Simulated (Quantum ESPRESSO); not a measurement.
# Dielectric function and optical constants of KBr, part 2 of 3

Aim: the dielectric function of KBr, and the optical constants that follow from it.

Quantum ESPRESSO 7.5; DFT, PBE, plane waves with norm-conserving potentials (PseudoDojo), scalar-relativistic, independent-particle optical response without local fields and without the non-local commutator.

So far. Step 2 (Ground state): There is a gap, 4.44 eV on this mesh (points off the mesh can give less), so no carriers' term is needed.

### Step 3. Ground state with the final occupations

Level of this step: DFT, PBE, plane waves with norm-conserving potentials (PseudoDojo), scalar-relativistic, ground state (Quantum ESPRESSO).

With the gap or the metal settled, the ground state is repeated with the fitting occupations, and the later steps take its density.

File scf.in:

```
&control
  calculation = 'scf'
  prefix = 'x'
  outdir = './tmp'
  pseudo_dir = './'
  verbosity = 'high'
/
&system
  ibrav = 0
  nat = 2
  ntyp = 2
  ecutwfc = 70
  occupations = 'fixed'
/
&electrons
  conv_thr = 1e-09
  electron_maxstep = 100
/
ATOMIC_SPECIES
  Br 1.0 Br.upf
  K 1.0 K.upf
CELL_PARAMETERS angstrom
  0.000000000000 3.300000000000 3.300000000000
  3.300000000000 0.000000000000 3.300000000000
  3.300000000000 3.300000000000 0.000000000000
ATOMIC_POSITIONS crystal
  Br 0.500000000000 0.500000000000 0.500000000000
  K 0.000000000000 0.000000000000 0.000000000000
K_POINTS automatic
  6 6 6 0 0 0
```

Launch:

```sh
> mpirun -n 4 pw.x -nk 4 -in scf.in
```

The log of the run:

```text
[banner, memory and clock lines left out]

     using ibrav=0 with symmetry is DISCOURAGED, use correct ibrav instead

     G-vector sticks info

     bravais-lattice index     =            0
     lattice parameter (alat)  =       8.8192  a.u.
     unit-cell volume          =     485.0298 (a.u.)^3
     number of atoms/cell      =            2
     number of atomic types    =            2
     number of electrons       =        16.00
     number of Kohn-Sham states=            8
     kinetic-energy cutoff     =      70.0000  Ry
     charge density cutoff     =     280.0000  Ry
     scf convergence threshold =      1.0E-09
     mixing beta               =       0.7000
     number of iterations used =            8  plain     mixing
     Exchange-correlation= PBE
                           (   1   4   3   4   0   0   0)

     celldm(1)=   8.819172  celldm(2)=   0.000000  celldm(3)=   0.000000
     celldm(4)=   0.000000  celldm(5)=   0.000000  celldm(6)=   0.000000

     crystal axes: (cart. coord. in units of alat)
               a(1) = (   0.000000   0.707107   0.707107 )
               a(2) = (   0.707107   0.000000   0.707107 )
               a(3) = (   0.707107   0.707107   0.000000 )

     reciprocal axes: (cart. coord. in units 2 pi/alat)
               b(1) = ( -0.707107  0.707107  0.707107 )
               b(2) = (  0.707107 -0.707107  0.707107 )
               b(3) = (  0.707107  0.707107 -0.707107 )

     ./Br.upf
     Pseudo is Norm-conserving + core correction, Zval =  7.0
     Generated using ONCVPSP code by D. R. Hamann
     Using radial grid of 1098 points,  6 beta functions with:
                l(1) =   0
                l(2) =   0
                l(3) =   1
                l(4) =   1
                l(5) =   2
                l(6) =   2

     ./K.upf
     Pseudo is Norm-conserving + core correction, Zval =  9.0
     Generated using ONCVPSP code by D. R. Hamann
     Using radial grid of 2222 points,  6 beta functions with:
                l(1) =   0
                l(2) =   0
                l(3) =   1
                l(4) =   1
                l(5) =   2
                l(6) =   2

     atomic species   valence    mass     pseudopotential
     Br                7.00     1.00000     Br( 1.00)
     K                 9.00     1.00000     K ( 1.00)

     48 Sym. Ops., with inversion, found

                                    s                        frac. trans.

     [... symmetry matrices left out ...]
   Cartesian axes

     site n.     atom                  positions (alat units)
         1        Br     tau(   1) = (   0.7071068   0.7071068   0.7071068  )
         2        K      tau(   2) = (   0.0000000   0.0000000   0.0000000  )

   Crystallographic axes

     site n.     atom                  positions (cryst. coord.)
         1        Br     tau(   1) = (  0.5000000  0.5000000  0.5000000  )
         2        K      tau(   2) = (  0.0000000  0.0000000  0.0000000  )

     number of k points=    16
                       cart. coord. in units 2pi/alat
        k(    1) = (   0.0000000   0.0000000   0.0000000), wk =   0.0092593
        k(    2) = (   0.1178511   0.1178511  -0.1178511), wk =   0.0740741
        k(    3) = (   0.2357023   0.2357023  -0.2357023), wk =   0.0740741
        k(    4) = (  -0.3535534  -0.3535534   0.3535534), wk =   0.0370370
        k(    5) = (   0.2357023   0.0000000  -0.0000000), wk =   0.0555556
        k(    6) = (   0.3535534   0.1178511  -0.1178511), wk =   0.2222222
        k(    7) = (  -0.2357023  -0.4714045   0.4714045), wk =   0.2222222
        k(    8) = (  -0.1178511  -0.3535534   0.3535534), wk =   0.2222222
        k(    9) = (   0.0000000  -0.2357023   0.2357023), wk =   0.1111111
        k(   10) = (   0.4714045   0.0000000  -0.0000000), wk =   0.0555556
        k(   11) = (  -0.1178511  -0.5892557   0.5892557), wk =   0.2222222
        k(   12) = (  -0.0000000  -0.4714045   0.4714045), wk =   0.1111111
        k(   13) = (  -0.7071068   0.0000000   0.0000000), wk =   0.0277778
        k(   14) = (  -0.2357023  -0.4714045   0.7071068), wk =   0.2222222
        k(   15) = (  -0.1178511  -0.3535534   0.5892557), wk =   0.2222222
        k(   16) = (  -0.7071068   0.2357023   0.0000000), wk =   0.1111111

                       cryst. coord.
[...]
k(    9) = (  -0.0000000   0.1666667  -0.1666667), wk =   0.1111111
        k(   10) = (  -0.0000000   0.3333333   0.3333333), wk =   0.0555556
        k(   11) = (   0.0000000   0.3333333  -0.5000000), wk =   0.2222222
        k(   12) = (   0.0000000   0.3333333  -0.3333333), wk =   0.1111111
        k(   13) = (   0.0000000  -0.5000000  -0.5000000), wk =   0.0277778
        k(   14) = (   0.1666667   0.3333333  -0.5000000), wk =   0.2222222
        k(   15) = (   0.1666667   0.3333333  -0.3333333), wk =   0.2222222
        k(   16) = (   0.1666667  -0.5000000  -0.3333333), wk =   0.1111111

     Dense  grid:    38421 G-vectors     FFT dimensions: (  48,  48,  48)

     Initial potential from superposition of free atoms

     starting charge      15.9807, renormalised to      16.0000
     Starting wfcs are    9 randomized atomic wfcs

     Self-consistent Calculation

     iteration #  1     ecut=    70.00 Ry     beta= 0.70
     Davidson diagonalization with overlap

            60 MiB given to the printing process from OS
            28 MiB allocation reported by mallinfo(arena+hblkhd)
------------------
     ethr =  1.00E-02,  avg # of iterations =  1.0

     Threshold (ethr) on eigenvalues was too large:
     Diagonalizing with lowered threshold

     Davidson diagonalization with overlap

            60 MiB given to the printing process from OS
            32 MiB allocation reported by mallinfo(arena+hblkhd)
------------------
     ethr =  3.73E-04,  avg # of iterations =  2.2

     total energy              =     -91.81828952 Ry
     estimated scf accuracy    <       0.04957557 Ry

     iteration #  2     ecut=    70.00 Ry     beta= 0.70
     Davidson diagonalization with overlap

            72 MiB given to the printing process from OS
            39 MiB allocation reported by mallinfo(arena+hblkhd)
------------------
     ethr =  3.10E-04,  avg # of iterations =  2.4

     total energy              =     -91.83394896 Ry
     estimated scf accuracy    <       0.00937249 Ry

     iteration #  3     ecut=    70.00 Ry     beta= 0.70
     Davidson diagonalization with overlap

            74 MiB given to the printing process from OS
            40 MiB allocation reported by mallinfo(arena+hblkhd)
------------------
     ethr =  5.86E-05,  avg # of iterations =  2.2

     total energy              =     -91.83598417 Ry
     estimated scf accuracy    <       0.00025114 Ry

     iteration #  4     ecut=    70.00 Ry     beta= 0.70
     Davidson diagonalization with overlap

            74 MiB given to the printing process from OS
            41 MiB allocation reported by mallinfo(arena+hblkhd)
------------------
     ethr =  1.57E-06,  avg # of iterations =  4.6

     total energy              =     -91.83623202 Ry
     estimated scf accuracy    <       0.00005563 Ry

     iteration #  5     ecut=    70.00 Ry     beta= 0.70
     Davidson diagonalization with overlap

            76 MiB given to the printing process from OS
            43 MiB allocation reported by mallinfo(arena+hblkhd)
------------------
     ethr =  3.48E-07,  avg # of iterations =  3.1

     total energy              =     -91.83625297 Ry
     estimated scf accuracy    <       0.00000784 Ry

     iteration #  6     ecut=    70.00 Ry     beta= 0.70
     Davidson diagonalization with overlap

            77 MiB given to the printing process from OS
            44 MiB allocation reported by mallinfo(arena+hblkhd)
------------------
     ethr =  4.90E-08,  avg # of iterations =  2.0

     total energy              =     -91.83625409 Ry
     estimated scf accuracy    <       0.00000058 Ry

     iteration #  7     ecut=    70.00 Ry     beta= 0.70
     Davidson diagonalization with overlap

            78 MiB given to the printing process from OS
            45 MiB allocation reported by mallinfo(arena+hblkhd)
------------------
     ethr =  3.64E-09,  avg # of iterations =  3.8

     total energy              =     -91.83625445 Ry
     estimated scf accuracy    <       0.00000015 Ry

     iteration #  8     ecut=    70.00 Ry     beta= 0.70
     Davidson diagonalization with overlap

            80 MiB given to the printing process from OS
            46 MiB allocation reported by mallinfo(arena+hblkhd)
------------------
     ethr =  9.62E-10,  avg # of iterations =  2.4

     total energy              =     -91.83625446 Ry
     estimated scf accuracy    <       0.00000002 Ry

     iteration #  9     ecut=    70.00 Ry     beta= 0.70
     Davidson diagonalization with overlap

            80 MiB given to the printing process from OS
            47 MiB allocation reported by mallinfo(arena+hblkhd)
------------------
     ethr =  1.04E-10,  avg # of iterations =  4.1

     End of self-consistent calculation

          k = 0.0000 0.0000 0.0000 (  4813 PWs)   bands (ev):

   -26.6619 -11.1780 -10.1389 -10.1389 -10.1389   1.1165   1.1165   1.1165

     occupation numbers
     1.0000   1.0000   1.0000   1.0000   1.0000   1.0000   1.0000   1.0000

          k = 0.1179 0.1179-0.1179 (  4798 PWs)   bands (ev):

   -26.6606 -11.2289 -10.1403 -10.1403 -10.0705   0.7516   1.0280   1.0280

     occupation numbers
     1.0000   1.0000   1.0000   1.0000   1.0000   1.0000   1.0000   1.0000

          k = 0.2357 0.2357-0.2357 (  4777 PWs)   bands (ev):

   -26.6578 -11.3163 -10.1431 -10.1431  -9.9476   0.1795   0.8618   0.8618

     occupation numbers
     1.0000   1.0000   1.0000   1.0000   1.0000   1.0000   1.0000   1.0000

          k =-0.3536-0.3536 0.3536 (  4802 PWs)   bands (ev):

   -26.6564 -11.3547 -10.1444 -10.1444  -9.8910  -0.0603   0.7834   0.7834

     occupation numbers
     1.0000   1.0000   1.0000   1.0000   1.0000   1.0000   1.0000   1.0000

          k = 0.2357 0.0000-0.0000 (  4817 PWs)   bands (ev):

   -26.6601 -11.2238 -10.1478 -10.1478 -10.0646   0.6635   1.0300   1.0300

     occupation numbers
     1.0000   1.0000   1.0000   1.0000   1.0000   1.0000   1.0000   1.0000

          k = 0.3536 0.1179-0.1179 (  4797 PWs)   bands (ev):

   -26.6578 -11.2603 -10.1536 -10.1520 -10.0111   0.3217   0.8615   0.9107

     occupation numbers
     1.0000   1.0000   1.0000   1.0000   1.0000   1.0000   1.0000   1.0000

     [... further k points left out ...]

     highest occupied level (ev):     1.1165

!    total energy              =     -91.83625447 Ry
     estimated scf accuracy    <          3.1E-11 Ry

     The total energy is the sum of the following terms:
     one-electron contribution =     -29.06532506 Ry
     hartree contribution      =      19.28289889 Ry
     xc contribution           =     -23.25595313 Ry
     ewald contribution        =     -58.79787517 Ry

     convergence has been achieved in   9 iterations

     XML data file, charge density, pseudopotentials, collected wavefunctions

                                        0.00s GPU  (     151 calls)
```

Run time: 3.4 s. Hardware: 4 MPI ranks of Arm Neoverse V2, shared host; peak memory 0.08 GiB.

### Step 4. Bands on the whole mesh, 9×9×9

At the fixed density, many empty bands are solved on the mesh of the response, since the spectrum sums over them.

This step: DFT, PBE, plane waves with norm-conserving potentials (PseudoDojo), scalar-relativistic, bands at fixed density (Quantum ESPRESSO 7.5).

nscf.in, as its differences from scf.in of step 3:

```diff
@@ -1,3 +1,3 @@
 &control
-  calculation = 'scf'
+  calculation = 'nscf'
   prefix = 'x'
@@ -5,3 +5,2 @@
   pseudo_dir = './'
-  verbosity = 'high'
 /
@@ -13,2 +12,5 @@
   occupations = 'fixed'
+  nbnd = 36
+  nosym = .true.
+  noinv = .true.
 /
@@ -17,2 +19,3 @@
   electron_maxstep = 100
+  diago_full_acc = .true.
 /
@@ -29,2 +32,2 @@
 K_POINTS automatic
-  6 6 6 0 0 0
+  9 9 9 0 0 0
```

Launch:

```sh
> mpirun -n 4 pw.x -nk 4 -in nscf.in
```

The log of the run:

```text
[banner, memory and clock lines left out]

     Atomic positions and unit cell read from directory:

     G-vector sticks info

     bravais-lattice index     =            0
     lattice parameter (alat)  =       8.8192  a.u.
     unit-cell volume          =     485.0298 (a.u.)^3
     number of atoms/cell      =            2
     number of atomic types    =            2
     number of electrons       =        16.00
     number of Kohn-Sham states=           36
     kinetic-energy cutoff     =      70.0000  Ry
     charge density cutoff     =     280.0000  Ry
     Exchange-correlation= PBE
                           (   1   4   3   4   0   0   0)

     celldm(1)=   8.819172  celldm(2)=   0.000000  celldm(3)=   0.000000
     celldm(4)=   0.000000  celldm(5)=   0.000000  celldm(6)=   0.000000

     crystal axes: (cart. coord. in units of alat)
               a(1) = (   0.000000   0.707107   0.707107 )
               a(2) = (   0.707107   0.000000   0.707107 )
               a(3) = (   0.707107   0.707107   0.000000 )

     reciprocal axes: (cart. coord. in units 2 pi/alat)
               b(1) = ( -0.707107  0.707107  0.707107 )
               b(2) = (  0.707107 -0.707107  0.707107 )
               b(3) = (  0.707107  0.707107 -0.707107 )

     ./Br.upf
     Pseudo is Norm-conserving + core correction, Zval =  7.0
     Generated using ONCVPSP code by D. R. Hamann
     Using radial grid of 1098 points,  6 beta functions with:
                l(1) =   0
                l(2) =   0
                l(3) =   1
                l(4) =   1
                l(5) =   2
                l(6) =   2

     ./K.upf
     Pseudo is Norm-conserving + core correction, Zval =  9.0
     Generated using ONCVPSP code by D. R. Hamann
     Using radial grid of 2222 points,  6 beta functions with:
                l(1) =   0
                l(2) =   0
                l(3) =   1
                l(4) =   1
                l(5) =   2
                l(6) =   2

     atomic species   valence    mass     pseudopotential
     Br                7.00     1.00000     Br( 1.00)
     K                 9.00     1.00000     K ( 1.00)

     No symmetry found

   Cartesian axes

     site n.     atom                  positions (alat units)
         1        Br     tau(   1) = (   0.7071068   0.7071068   0.7071068  )
         2        K      tau(   2) = (   0.0000000   0.0000000   0.0000000  )

     number of k points=   729

     Number of k-points >= 100: set verbosity='high' to print them.

     Dense  grid:    38421 G-vectors     FFT dimensions: (  48,  48,  48)

     The potential is recalculated from file :

     Starting wfcs are    9 randomized atomic wfcs +   27 random wfcs

     Band Structure Calculation
     Davidson diagonalization with overlap

     ethr =  6.25E-12,  avg # of iterations = 47.8

     End of band structure calculation

     Number of k-points >= 100: set verbosity='high' to print the bands.

     highest occupied, lowest unoccupied level (ev):     1.1165    5.5524

     XML data file, pseudopotentials, collected wavefunctions

                                        0.00s GPU  (    9392 calls)

[... left out ...]
ulation
     Davidson diagonalization with overlap

     ethr =  6.25E-12,  avg # of iterations = 47.8

     End of band structure calculation

     Number of k-points >= 100: set verbosity='high' to print the bands.

     highest occupied, lowest unoccupied level (ev):     1.1165    5.5524

     XML data file, pseudopotentials, collected wavefunctions

                                        0.00s GPU  (    9392 calls)
```

Elapsed: 6.9 min, on 4 MPI ranks; peak memory 0.07 GiB; 28 min of CPU time.

[end of part 2 of 3]

[Machine, clock, banner and «Message from routine» lines are left out of the logs.]

[Logs are printed without paths, hosts, clocks, repeated set-up lines and the standing remarks that a program may print on its own settings, such as how far it seeks lower states.]

[Hosts, paths, dates, database ids (printed as entryN), source tags and the programs' standing remarks are cut or masked in the printed files.]
